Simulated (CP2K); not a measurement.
The F K edge of fluorocarbonylacetylene was computed by TDDFT (CP2K XAS_TDP, aug-cc-pVDZ, TDA) at these levels: PBE0, PBEh(45%) and PBEh(45%) + GW2X. The first three lines of F5 (bonded to C) with a strength over 0.0015, energy in eV and strength:

```
run           first          second           third
  1  687.52 (0.009)  689.36 (0.027)  691.76 (0.010)
  2  681.55 (0.009)  683.39 (0.027)  685.79 (0.010)
  3  671.34 (0.007)  673.66 (0.010)  675.28 (0.002)
```

Q: Which run is which?

Run 1: PBEh(45%) + GW2X (45 % exact exchange). Run 2: PBEh(45%) (45 % exact exchange). Run 3: PBE0 (25 % exact exchange). Self-interaction lifts the core level, so the uncorrected lines rise with the share of exact exchange. The GW2X run keeps the spacings of its parent: 1.84 eV between the first two lines in run 1, 1.84 eV in run 2. Its shift is +5.97 eV, since the Kohn–Sham level at this share of exchange lies that far above the quasiparticle level.

[Banner, clock and machine lines of the logs are left out without a mark of their own.]

[Logs are printed without paths, hosts, clocks, repeated set-up lines and the standing remarks that a program may print on its own settings, such as how far it seeks lower states.]

[Hosts, paths, dates, database ids (printed as entryN), source tags and the programs' standing remarks are cut or masked in the printed files.]
